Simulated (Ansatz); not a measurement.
# Direct or indirect: BN (P6_3mc)

```xyz
4
Lattice="2.5360 0.0000 0.0000 -1.2680 2.1962 0.0000 0.0000 0.0000 4.1990" Properties=species:S:1:pos:R:3 pbc="T T T"
N     0.0000    1.4642    3.6741
N     1.2680    0.7321    1.5746
B     0.0000    1.4642    2.0995
B     1.2680    0.7321    0.0000
```

Method: Ansatz, PBE, independent particles, without spin-orbit coupling, line width 0.15 eV (Gaussian). The band structure gives a fundamental gap of 5.22 eV. The spectrum of vertical transitions near the edge:

```
E (eV)  Im ε, E ∥ xy  Im ε, E ∥ z
  4.74          0.00         0.00
  4.92          0.00         0.00
  5.10          0.00         0.00
  5.28          0.00         0.00
  5.46          0.00         0.00
  5.64          0.00         0.00
  5.82          0.00         0.00
  6.00          0.00         0.00
  6.18          0.00         0.00
  6.36          0.00         0.00
  6.54          0.00         0.00
  6.72          0.00         0.00
  6.90          0.00         0.00
  7.08          0.00         0.00
  7.26          0.00         0.00
  7.44          0.00         0.00
  7.62          0.00         0.00
  7.80          0.00         0.00
  7.98          0.00         0.00
  8.16          0.00         0.00
  8.34          0.01         0.04
  8.52          0.10         0.52
  8.70          0.33         1.53
  8.88          0.50         2.15
  9.06          0.68         2.88
  9.24          0.95         3.70
  9.42          1.37         4.76
  9.60          2.03         6.53
```

Is the gap direct or indirect, and about where do vertical transitions set in?

Indirect, by the band path, whose least direct gap is 8.35 eV. The curves fit this: they stay near zero above 5.22 eV and rise only from about 8.4 eV, though a forbidden direct transition would look alike. Lines are broadened by 0.15 eV, which spreads the edge, and phonons, which would give weak absorption from the fundamental gap up, are left out.

[Logs are printed without paths, hosts, clocks, repeated set-up lines and the standing remarks that a program may print on its own settings, such as how far it seeks lower states.]
